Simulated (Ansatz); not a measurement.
# Mn2Al4Mo: relaxing a made-up structure

Starting from a made-up structure for Mn2Al4Mo, the aim is the relaxed cell, its shortest contacts and, where a second run follows, its electronic structure.

Calculated with Ansatz 0.2.0; DFT, PBEsol, plane-wave PAW, files of the set soft_1, scalar-relativistic, ferromagnetic start, cell and ions relaxed at zero pressure; PAW set soft_1, in the first sound run; inputs show where later runs differ.

## (1) The structure

Symmetry: Immm, No. 71, orthorhombic system. The conventional cell has a = 3.624 Å, b = 3.671 Å, c = 15.018 Å, α = 90.00°, β = 90.00°, γ = 90.00°. Mo has 12 Al at 2.81 to 2.90 Å nearest. Mn has 7 Al at 2.45 to 2.64 Å nearest. Nearest to Al lie 3 Al at 2.13 to 2.24 Å and 2 Mn at 2.50 Å and 4 Mo at 2.81 Å. Nearest to Al lie 2 Al at 2.13 Å and 5 Mn at 2.45 to 2.64 Å and 2 Mo at 2.90 Å. Farther neighbours are not listed.

## (2) Relaxing cell and atoms

The guessed cell has no reason to be at equilibrium. It is relaxed with the atoms, within the space group of the guess.

The input, input.yaml:

```yaml
crystal:
  lattice:
    - [-1.812, 1.8355, 7.509]
    - [1.812, -1.8355, 7.509]
    - [1.812, 1.8355, -7.509]
  atoms:
    - { symbol: Mo, position: [0.0, 0.5, 0.5], spin: 1.0 }
    - { symbol: Mn, position: [0.8125, 0.8125, 0.0], spin: 4.0 }
    - { symbol: Mn, position: [0.1875, 0.1875, 0.0], spin: 4.0 }
    - { symbol: Al, position: [0.5745, 0.0745, 0.5] }
    - { symbol: Al, position: [0.4255, 0.9255, 0.5] }
    - { symbol: Al, position: [0.6496, 0.6496, 0.0] }
    - { symbol: Al, position: [0.3504, 0.3504, 0.0] }
magnetization:
  spin_polarized: true
kpoints:
  mp_grid: { grid: [10, 10, 10] }
scf:
  occupations: { method: fermi_dirac, width: 0.05 }
hamiltonian:
  xc: pbesol
  pseudopotentials: { kind: paw, azcp: { folder: soft_1 }, xc_functional: pbe }
relax:
  f_tol: 0.015
  max_steps: 70
  cell: {}
output:
  forces: true
  stress: true
```

Command:

```sh
$ ansatz run input.yaml --threads 4 --pin off --max-ram 10240MiB --backend cpu --events-out ev --progress --plain --runs-dir out
```

Numbers of over 12 decimals in the logs are rounded to 6 here.

The log of the run:

```text
basis.fft_grid_basis auto: the FFT boxes are laid along the combinations [[1, 0, 1], [0, 1, 1], [0, 0, 1]] of the cell's own vectors, 3.671, 3.624 and 7.940 Å long. The dense box has 25×25×54 points. Along the cell's own vectors, as sized, it would have 54×54×54, 4.67 times as many. Of the 8 symmetry operations that the crystal satisfies within crystal.symmetry.tolerance (time reversal apart; of a slab, those that ke [...]
Engine: ansatz 0.2.0, aarch64-unknown-linux-gnu
Pseudopotentials: kind: paw
Pseudopotential: Mo, paw, valence charge 14, recommended cutoff 420 eV (normal), soft_1/Mo.paw.azcp
Pseudopotential: Mn, paw, valence charge 15, recommended cutoff 420 eV (normal), soft_1/Mn.paw.azcp
Pseudopotential: Al, paw, valence charge 3, recommended cutoff 420 eV (normal), soft_1/Al.paw.azcp
Functional definition: PBEsol
  exchange = pbesol_x
  correlation = pbesol_c
Crystal: 7 atoms, lattice volume = 99.898 Å³
Basis set: ecut = 420 eV, 1937 PW (Γ), FFT grids on a1+a3, a2+a3, a3, exchange–correlation on 50×50×108 points (8 copies of the dense FFT grid, shifted against one another)
Bands: 40, of which v1, the nominal top of the filled ones, is band 28 counted from 1 (27 counted from 0)
Symmetry: 8 space group operations
Space group: Immm (ITA 71), of the structure as read, at distance tolerance 4.6e-5 Å
Magnetic group: BNS 71.533 (UNI 631), of the structure as read, at distance tolerance 4.6e-5 Å
k-points: 171 of 1000
Non-local potential: Mo, projectors of the file, l = 0: 3, l = 1: 2, l = 2: 2, l = 3: 1
Non-local potential: Mn, projectors of the file, l = 0: 3, l = 1: 2, l = 2: 3, l = 3: 1
Non-local potential: Al, projectors of the file, l = 0: 2, l = 1: 2, l = 2: 1
PAW form: soft (Blöchl's): semilocal exchange-correlation on the pseudo side does not see the compensation charge
PAW frozen core: Mo, regenerated for the run's functional, and the local potential with it (the file was generated under x = pbe(κ = 0.804, μ = 0.219515), c = pbe(β = 0.066725))
PAW frozen core: Mn, regenerated for the run's functional, and the local potential with it (the file was generated under x = pbe(κ = 0.804, μ = 0.219515), c = pbe(β = 0.066725))
PAW frozen core: Al, regenerated for the run's functional, and the local potential with it (the file was generated under x = pbe(κ = 0.804, μ = 0.219515), c = pbe(β = 0.066725))
PAW one-centre angular grid: Mo, 590 points (default); XC on 64 Gauss nodes
PAW one-centre angular grid: Mn, 590 points (default); XC on 64 Gauss nodes
PAW one-centre angular grid: Al, 110 points (default); XC on 64 Gauss nodes
Initial density: superposition of atomic densities (chi_scale 0.1, normalization cell, long waves kept (reshape's long-wave potential 0.22 eV rms))
Starting moments: Σ|m| = 9 μB on 3 of 7 sites
Initial wavefunctions: pseudopotential atomic-orbital guess
Functional: x = pbesol(κ = 0.804, μ = 0.123457), c = pbesol(β = 0.046)
SCF iter   1: F=—  HF=-14728.310336 eV  |F-HF|=—  |Δ(HF+E_count)|=         —  Δρ=6.23e-2 (↑6.23e-2 ↓5.96e-2)  dr2=3.91e1  dr2_m=5.17e-1  M=6.616 μB ∫|m|=7.393 μB  β_m=0.30  ethr=3.10e-3  ⟨swp⟩=7.5  Hψ=58885  notcnv=0
Mixer restart at iter 1: flushing history
preconditioner: auto → Kerker (q_TF=auto, 2.477 Å⁻¹)  [metal: Δε(μ)=0.005 eV  Ē_g=6.560 eV  σ=0.050 eV  W_gap=0.03  n_scr=24 (ndim 8)  ℏωp=21.0 eV  f_vac=0.000  D(μ)=3.03/eV (n_scr^D=20)]
spin=Collinear: Kerker preconditioning applied to the charge; magnetization (m = ρ↑ − ρ↓) channel mixes plain (no charge-response kernel on spin).
SCF iter   2: F=—  HF=-14729.123652 eV  |F-HF|=—  |Δ(HF+E_count)|=   8.13e-1  Δρ=4.53e-2 (↑4.12e-2 ↓4.53e-2)  dr2=2.02e1  dr2_m=4.81e-1  M=6.315 μB ∫|m|=7.182 μB  β_m=0.60  ethr=3.10e-3  ⟨swp⟩=2.9  Hψ=27757  notcnv=0  defer=1015
SCF iter   3: F=—  HF=-14727.911735 eV  |F-HF|=—  |Δ(HF+E_count)|=    1.21e0  Δρ=2.04e-2 (↑1.59e-2 ↓2.04e-2)  dr2=1.39e0  dr2_m=1.80e-1  M=5.490 μB ∫|m|=6.497 μB  β_m=0.80  ethr=3.10e-3  ⟨swp⟩=4.1  Hψ=34212  notcnv=0  defer=1009
SCF iter   4: F=—  HF=-14728.695089 eV  |F-HF|=—  |Δ(HF+E_count)|=   7.83e-1  Δρ=2.10e-2 (↑2.10e-2 ↓4.98e-3)  dr2=4.25e-1  dr2_m=7.71e-2  M=5.132 μB ∫|m|=6.078 μB  β_m=0.70  ethr=2.48e-3  ⟨swp⟩=2.6  Hψ=26384  notcnv=0  defer=914
SCF iter   5: F=—  HF=-14728.644232 eV  |F-HF|=—  |Δ(HF+E_count)|=   5.09e-2  Δρ=5.21e-3 (↑3.37e-3 ↓5.21e-3)  dr2=2.93e-2  dr2_m=7.73e-3  M=5.104 μB ∫|m|=6.044 μB  β_m=0.77  ethr=7.58e-4  ⟨swp⟩=2.3  Hψ=26597  notcnv=0  defer=917
SCF iter   6: F=—  HF=-14728.642279 eV  |F-HF|=—  |Δ(HF+E_count)|=         —  Δρ=8.17e-3 (↑8.17e-3 ↓3.99e-3)  dr2=2.37e-2  dr2_m=3.24e-2  M=4.850 μB ∫|m|=5.757 μB  β_m=0.77  ethr=5.23e-5  ⟨swp⟩=2.2  Hψ=27308  notcnv=0  defer=891
Mixer restart at iter 6: flushing history
SCF iter   7: F=—  HF=-14728.636438 eV  |F-HF|=—  |Δ(HF+E_count)|=   5.84e-3  Δρ=3.34e-3 (↑2.56e-3 ↓3.34e-3)  dr2=2.71e-2  dr2_m=5.26e-4  M=4.862 μB ∫|m|=5.756 μB  β_m=0.71  ethr=4.23e-5  ⟨swp⟩=2.1  Hψ=26552  notcnv=0  defer=891
SCF iter   8: F=—  HF=-14728.637896 eV  |F-HF|=—  |Δ(HF+E_count)|=   1.46e-3  Δρ=3.58e-3 (↑3.58e-3 ↓1.40e-3)  dr2=4.38e-3  dr2_m=5.47e-3  M=4.800 μB ∫|m|=5.686 μB  β_m=0.80  ethr=4.23e-5  ⟨swp⟩=2.0  Hψ=26375  notcnv=0  defer=887
SCF iter   9: F=—  HF=-14728.636120 eV  |F-HF|=—  |Δ(HF+E_count)|=   1.78e-3  Δρ=8.54e-4 (↑8.54e-4 ↓7.03e-4)  dr2=6.54e-4  dr2_m=4.66e-4  M=4.804 μB ∫|m|=5.684 μB  β_m=0.83  ethr=7.82e-6  ⟨swp⟩=2.4  Hψ=24815  notcnv=0  defer=859
SCF iter  10: F=—  HF=-14728.635975 eV  |F-HF|=—  |Δ(HF+E_count)|=   1.45e-4  Δρ=3.32e-4 (↑3.32e-4 ↓1.79e-4)  dr2=2.20e-4  dr2_m=2.44e-5  M=4.803 μB ∫|m|=5.679 μB  β_m=0.91  ethr=1.17e-6  ⟨swp⟩=2.0  Hψ=19872  notcnv=0  defer=857
SCF iter  11: F=—  HF=-14728.636042 eV  |F-HF|=—  |Δ(HF+E_count)|=   6.70e-5  Δρ=1.20e-4 (↑1.20e-4 ↓8.49e-5)  dr2=4.61e-5  dr2_m=8.62e-7  M=4.804 μB ∫|m|=5.679 μB  β_m=0.96  ethr=3.93e-7  ⟨swp⟩=2.0  Hψ=17566  notcnv=0  defer=857
SCF iter  12: F=—  HF=-14728.636042 eV  |F-HF|=—  |Δ(HF+E_count)|=   4.58e-7  Δρ=1.38e-5 (↑1.11e-5 ↓1.38e-5)  dr2=1.45e-6  dr2_m=5.33e-8  M=4.805 μB ∫|m|=5.680 μB  β_m=0.98  ethr=8.23e-8  ⟨swp⟩=2.0  Hψ=17939  notcnv=0  defer=857
SCF iter  13: F=—  HF=-14728.636042 eV  |F-HF|=—  |Δ(HF+E_count)|=   4.07e-8  Δρ=6.83e-6 (↑6.83e-6 ↓5.09e-6)  dr2=1.81e-7  dr2_m=9.78e-10  M=4.805 μB ∫|m|=5.680 μB  β_m=0.99  ethr=2.59e-9  ⟨swp⟩=1.7  Hψ=15559  notcnv=0  defer=857
SCF iter  14: F=—  HF=-14728.636042 eV  |F-HF|=—  |Δ(HF+E_count)|=   8.14e-9  Δρ=8.87e-7 (↑8.87e-7 ↓8.24e-7)  dr2=4.32e-9  dr2_m=2.25e-11  M=4.805 μB ∫|m|=5.680 μB  β_m=0.95  ethr=3.22e-10  ⟨swp⟩=2.0  Hψ=15686  notcnv=0  defer=857
[...]
relax step  12: F+E_penalty+E_count = -14733.71304941 eV  Δ(F+E_penalty+E_count) = -6.815e-2 eV  max|allowed force component| = 5.602e-3 eV/Å  Δτ_max = 0.0000 Å  P = +0.990 GPa  Ω = 96.364 Å³  stress off target by 1.51e0 GPa  SCF on the basis re-selected at this cell (its energy is not comparable with the rows above)  (15 SCF iters)
relax step  13: F+E_penalty+E_count = -14733.71640813 eV  Δ(F+E_penalty+E_count) = -3.359e-3 eV  max|allowed force component| = 2.126e-2 eV/Å  Δτ_max = 0.0022 Å  P = +0.107 GPa  Ω = 96.937 Å³  energy of the carried Pulay correction = -3.268e-4 eV  (10 SCF iters, dr2 threshold 7.00e-7 eV, accepted)
relax step  14: F+E_penalty+E_count = -14733.71643031 eV  Δ(F+E_penalty+E_count) = -2.218e-5 eV  max|allowed force component| = 1.465e-2 eV/Å  Δτ_max = 0.0017 Å  P = +0.006 GPa  Ω = 97.014 Å³  energy of the carried Pulay correction = -3.722e-4 eV  (10 SCF iters, dr2 threshold 1.27e-7 eV, accepted)
Basis set: ecut = 420 eV, 1887 PW (Γ), FFT grids on a1+a3, a2+a3, a3, exchange–correlation on 36×60×128 points (8 copies of the dense FFT grid, shifted against one another)
iter 1 solved again at ethr=1.48e-7 eV; its pass at ethr=3.10e-3 eV (dr2=8.29e-5 eV) is discarded
SCF iter   1: F=—  HF=-14733.716808 eV  |F-HF|=—  |Δ(HF+E_count)|=         —  Δρ=1.85e-5 (↑1.85e-5 ↓1.61e-5)  dr2=1.57e-7  dr2_m=7.81e-9  M=4.492 μB ∫|m|=5.101 μB  β_m=0.65  ethr=1.48e-7  ⟨swp⟩=3.0  Hψ=93566  notcnv=0
preconditioner: auto → Kerker (q_TF=auto, 2.042 Å⁻¹)  [metal: Δε(μ)=0.003 eV  Ē_g=6.073 eV  σ=0.050 eV  W_gap=0.02  n_scr=12 (ndim 8)  ℏωp=21.3 eV  f_vac=0.000  D(μ)=4.27/eV (n_scr^D=30)]
spin=Collinear: Kerker preconditioning applied to the charge; magnetization (m = ρ↑ − ρ↓) channel mixes plain (no charge-response kernel on spin).
SCF iter   2: F=—  HF=-14733.716808 eV  |F-HF|=—  |Δ(HF+E_count)|=   7.62e-7  Δρ=6.57e-6 (↑6.57e-6 ↓5.84e-6)  dr2=1.95e-8  dr2_m=1.60e-9  M=4.492 μB ∫|m|=5.100 μB  β_m=0.56  ethr=2.81e-10  ⟨swp⟩=2.2  Hψ=21086  notcnv=0
SCF iter   3: F=—  HF=-14733.716808 eV  |F-HF|=—  |Δ(HF+E_count)|=   2.18e-8  Δρ=1.98e-6 (↑1.98e-6 ↓1.72e-6)  dr2=6.81e-10  dr2_m=7.86e-10  M=4.492 μB ∫|m|=5.101 μB  β_m=0.53  ethr=3.48e-11  ⟨swp⟩=2.0  Hψ=22273  notcnv=0
SCF iter   4: F=—  HF=-14733.716808 eV  |F-HF|=—  |Δ(HF+E_count)|=   3.06e-8  Δρ=1.22e-6 (↑6.79e-7 ↓1.22e-6)  dr2=3.88e-9  dr2_m=1.57e-10  M=4.492 μB ∫|m|=5.101 μB  β_m=0.53  ethr=1.22e-12  ⟨swp⟩=2.3  Hψ=19142  notcnv=0
SCF iter   5: F=—  HF=-14733.716808 eV  |F-HF|=—  |Δ(HF+E_count)|=   1.09e-8  Δρ=1.42e-6 (↑1.14e-6 ↓1.42e-6)  dr2=4.84e-9  dr2_m=5.44e-10  M=4.492 μB ∫|m|=5.101 μB  β_m=0.76  ethr=1.22e-12  ⟨swp⟩=2.0  Hψ=22973  notcnv=0
SCF iter   6: F=—  HF=-14733.716808 eV  |F-HF|=—  |Δ(HF+E_count)|=   4.99e-9  Δρ=1.77e-7 (↑1.50e-7 ↓1.77e-7)  dr2=2.37e-10  dr2_m=9.36e-12  M=4.492 μB ∫|m|=5.101 μB  β_m=0.77  ethr=1.22e-12  ⟨swp⟩=2.2  Hψ=23141  notcnv=0
SCF iter   7: F=—  HF=-14733.716808 eV  |F-HF|=—  |Δ(HF+E_count)|=  1.67e-10  Δρ=1.49e-7 (↑1.49e-7 ↓1.35e-7)  dr2=8.17e-11  dr2_m=4.49e-13  M=4.492 μB ∫|m|=5.101 μB  β_m=0.88  ethr=1.00e-12  ⟨swp⟩=1.0  Hψ=13680  notcnv=0
SCF iter   8: F=—  HF=-14733.716808 eV  |F-HF|=—  |Δ(HF+E_count)|=  2.46e-10  Δρ=6.89e-8 (↑5.93e-8 ↓6.89e-8)  dr2=5.43e-11  dr2_m=5.21e-13  M=4.492 μB ∫|m|=5.101 μB  β_m=0.94  ethr=1.00e-12  ⟨swp⟩=2.0  Hψ=16835  notcnv=0
SCF iter   9: F=—  HF=-14733.716808 eV  |F-HF|=—  |Δ(HF+E_count)|=  4.18e-11  Δρ=1.04e-7 (↑1.04e-7 ↓8.55e-8)  dr2=1.28e-10  dr2_m=2.99e-13  M=4.492 μB ∫|m|=5.101 μB  β_m=0.97  ethr=1.00e-12  ⟨swp⟩=1.1  Hψ=13700  notcnv=0
SCF iter  10: F=-14733.716808 eV  HF=-14733.716808 eV  |F-HF|=7.28e-12  |Δ(HF+E_count)|=  3.64e-12  Δρ=3.26e-8 (↑3.26e-8 ↓3.04e-8)  dr2=1.08e-11  dr2_m=8.82e-15  M=4.492 μB ∫|m|=5.101 μB  ethr=1.00e-12  ⟨swp⟩=2.0  Hψ=34146  notcnv=0
SCF 15 converged in 10 iterations: F = -14733.716808 eV  dr2 = 1.08e-11
relax step  15: F+E_penalty+E_count = -14733.71680763 eV  Δ(F+E_penalty+E_count) = -3.773e-4 eV  max|allowed force component| = 1.469e-2 eV/Å  Δτ_max = 0.0000 Å  P = +0.009 GPa  Ω = 97.014 Å³  stress off target by 2.76e-2 GPa  SCF on the basis re-selected at this cell (its energy is not comparable with the rows above)  (10 SCF iters)
basis re-selected at this cell: Δ(F+E_penalty+E_count) = -3.773e-4 eV, ΔP = +0.003 GPa vs the last step (what re-selecting the basis moved, of the pressure what is left beyond the Pulay correction that the steps carried, after the strain that the cell walked since its last selection, with what the two solves' SCF thresholds leave and, on support functions, any second-order correction that the steps lacked; it is no measure of the basis error at this ecutwfc). The dense FFT grid was sized anew with the basis: this SCF ran on 18×30×64 points, the steps before it on 18×30×60, so part of this shift can come from that change (see relax.cell in the input reference). [rest of the remark cut]
SCF converged after 10 iterations
Magnetization: 4.4917 μB (30.2458 up, 25.7542 down)
Absolute magnetization: 5.1062 μB (∫|ρ↑−ρ↓|, with the PAW one-centre terms)
Spin contamination: 0.2483 ħ² per cell (⟨S²⟩ above its minimum at these occupations)
Per-site moments (μB) at R_I (Å): [(0.052688, 1.102139), (2.211067, 1.003453), (2.211067, 1.003453), (-0.029549, 1.036823), (-0.029549, 1.036823), (-0.040416, 1.003453), (-0.040416, 1.003453)]
Free energy (F): -14733.716808 eV
Harris-Foulkes:  -14733.716808 eV  (|F-HF|=7.28e-12)
Internal energy: -14733.681520 eV  (E = F + TS)
E sigma→0 (E₀):  -14733.699164 eV
Entropy (-TS):   -0.035288 eV (-5.041 meV/atom)
Fermi energy:    12.963630 eV
--- Per-component energies (eV) ---
  E_band       = -583.590409
  E_kinetic    = 1159.720701
  E_local      = -7148.165996  (includes V_loc(G=0)·N_el)
  E_nonlocal   = 1113.683973
  E_hartree    = 2893.843433
  E_xc         = -545.932928
  E_vxc        = -620.426590  (∫ρ·V_xc dr)
  E_paw        = -7579.200020  (= ΣΔE_a)
  E_vpaw       = -876.089442  (= ΣTr[D̂ρ^β])
  E_aug_tail   = 0.000219  (compensation charges beyond the density's cutoff)
  E_ewald      = -4628.256059
  E_core_change = 0.625157  (= ΣΔE_core)
  E_smearing   = -0.035288  (= −TS)
  E_closure    = 0.000000  (closes the sum)
  Σ components = -14733.716808   (vs F -14733.716808, Δ=0.00e0)
--- Forces (eV/Å), atoms counted from 1 ---
  atom   1  Mo     0.00000000     0.00000000     0.00000000
  atom   2  Mn     0.00000000     0.00000000    -0.00075726
  atom   3  Mn     0.00000000     0.00000000     0.00075726
  atom   4  Al     0.00000000     0.00000000     0.01468666
  atom   5  Al     0.00000000     0.00000000    -0.01468666
  atom   6  Al     0.00000000     0.00000000    -0.00163794
  atom   7  Al     0.00000000     0.00000000     0.00163794
  max |Σ_I F_I| component: 3.47e-18 eV/Å
--- Stress (GPa, compression-positive) ---
       -0.022289       0.000000       0.000000
        0.000000       0.027645       0.000000
        0.000000       0.000000       0.022096
  P = ⅓ Tr σ = 0.0092 GPa (0.092 kbar)
--- Relaxed structure (13 steps of the walk, 12 accepted, 2 SCFs on fresh bases) ---
  F+E_penalty+E_count = -14733.71680763 eV   max|allowed force component| = 1.469e-2 eV/Å   (the final SCF, on the basis selected at the relaxed cell)
  cell:  # Å, volume = 97.0144 Å³
    - [-2.096273, 1.335927, 8.660558]
    - [2.096273, -1.335927, 8.660558]
    - [2.096273, 1.335927, -8.660558]
  atoms:
    - { symbol: Mo, position: [3.30027486250177e-19, 0.5, 0.5] }
    - { symbol: Mn, position: [0.795320, 0.795320, -3.3386090924989714e-17] }
    - { symbol: Mn, position: [0.204680, 0.204680, -3.686628539323609e-18] }
    - { symbol: Al, position: [0.572556, 0.072556, 0.5] }
    - { symbol: Al, position: [0.427444, 0.927444, 0.5] }
    - { symbol: Al, position: [0.654878, 0.654878, -2.307942142821802e-17] }
    - { symbol: Al, position: [0.345122, 0.345122, -1.3993298036095303e-17] }
```

Wall time 6.7 min (4 threads of Arm Neoverse V1, shared host); peak memory 1.1 GiB; 26 min of CPU time.

Step by step:

| step | energy less that of the first step (eV) | largest force component (eV/Å) | pressure (GPa) | volume (Å³) |
| --- | --- | --- | --- | --- |
| 1 | 0.0000 | 4.4212 | 12.28 | 99.90 |
| 2 | -2.1699 | 2.0065 | 4.28 | 101.31 |
| 3 | -3.1439 | 0.6839 | 2.56 | 100.13 |
| 4 | -3.7161 | 0.3288 | 2.22 | 99.12 |
| 5 | -4.3165 | 0.3513 | 1.26 | 98.54 |
| 6 | -4.8531 | 0.4166 | 1.50 | 96.81 |
| 7 | -4.8352 | 0.9852 | 1.08 | 95.36 |
| 8 | -4.9864 | 0.2609 | -0.55 | 97.27 |
| 9 | -5.0078 | 0.0426 | 0.19 | 96.25 |
| 10 | -5.0089 | 0.0094 | 0.03 | 96.34 |
| 11 | -5.0089 | 0.0007 | 0.00 | 96.36 |
| 12* | -5.0770 | 0.0056 | 0.99 | 96.36 |
| 13 | -5.0804 | 0.0213 | 0.11 | 96.94 |
| 14 | -5.0804 | 0.0146 | 0.01 | 97.01 |
| 15* | -5.0808 | 0.0147 | 0.01 | 97.01 |

Relaxation steps marked * repeat the geometry before them on a plane-wave basis chosen anew for their cell, so energy and pressure can jump there. Relaxation step 7 was tried and not accepted.

Forces are held to the 8 operations that the run works with; a distortion that breaks them can't arise in this run.

| cell as run | before | after | change |
| --- | --- | --- | --- |
| a (Å) | 7.940 | 9.010 | +13.5 % |
| b (Å) | 7.940 | 9.010 | +13.5 % |
| c (Å) | 7.940 | 9.010 | +13.5 % |
| α (°) | 153.62 | 153.09 | -0.3 % |
| β (°) | 153.27 | 162.95 | +6.3 % |
| γ (°) | 37.91 | 32.03 | -15.5 % |
| volume (Å³/atom) | 14.27 | 13.86 | -2.9 % |

The atoms that moved most (Å, as changes of fractional coordinates times the final cell):

```csv
atom,dx,dy,dz,length
Mn3,0.000,0.000,0.298,0.298
Mn2,0.000,0.000,-0.298,0.298
Al7,0.000,0.000,-0.091,0.091
Al6,0.000,0.000,0.091,0.091
Al4,0.000,0.000,-0.034,0.034
Al5,0.000,0.000,0.034,0.034
```

This step gave:

| Quantity | Value |
| --- | --- |
| free energy | -14733.7168 eV |
| energy at zero smearing | -14733.6992 eV |
| smearing term TS | 0.03529 eV |
| Fermi energy | 12.96 eV |
| magnetization | 4.492 μB |
| absolute magnetization | 5.106 μB |
| site moments | 0.05269, 2.211, 2.211, -0.02955, -0.02955, -0.04042, -0.04042 μB |
| electrons | 56 |
| symmetry operations | 8 |
| pressure | 0.009151 GPa |

Site moment by atom:

```
atom  site moment (μB)
 Mo1              0.05
 Mn2              2.21
 Mn3              2.21
 Al4             -0.03
 Al5             -0.03
 Al6             -0.04
 Al7             -0.04
```

The shortest distance of each pair, which need not be the same contact before and after:

```
 pair  guess (Å)  relaxed (Å)
Al–Mn      2.446        2.433
Al–Al      2.134        2.514
Mo–Mo      3.624        2.672
Mn–Mn      3.190        2.672
Al–Mo      2.811        2.785
```

The relaxation ends with a largest force component of 0.015 eV/Å and a pressure of 0.01 GPa.

(Part 1 of 2 ends here.)

[Logs are printed without paths, hosts, clocks, repeated set-up lines and the standing remarks that a program may print on its own settings, such as how far it seeks lower states.]

[Hosts, paths, dates, database ids (printed as entryN), source tags and the programs' standing remarks are cut or masked in the printed files.]
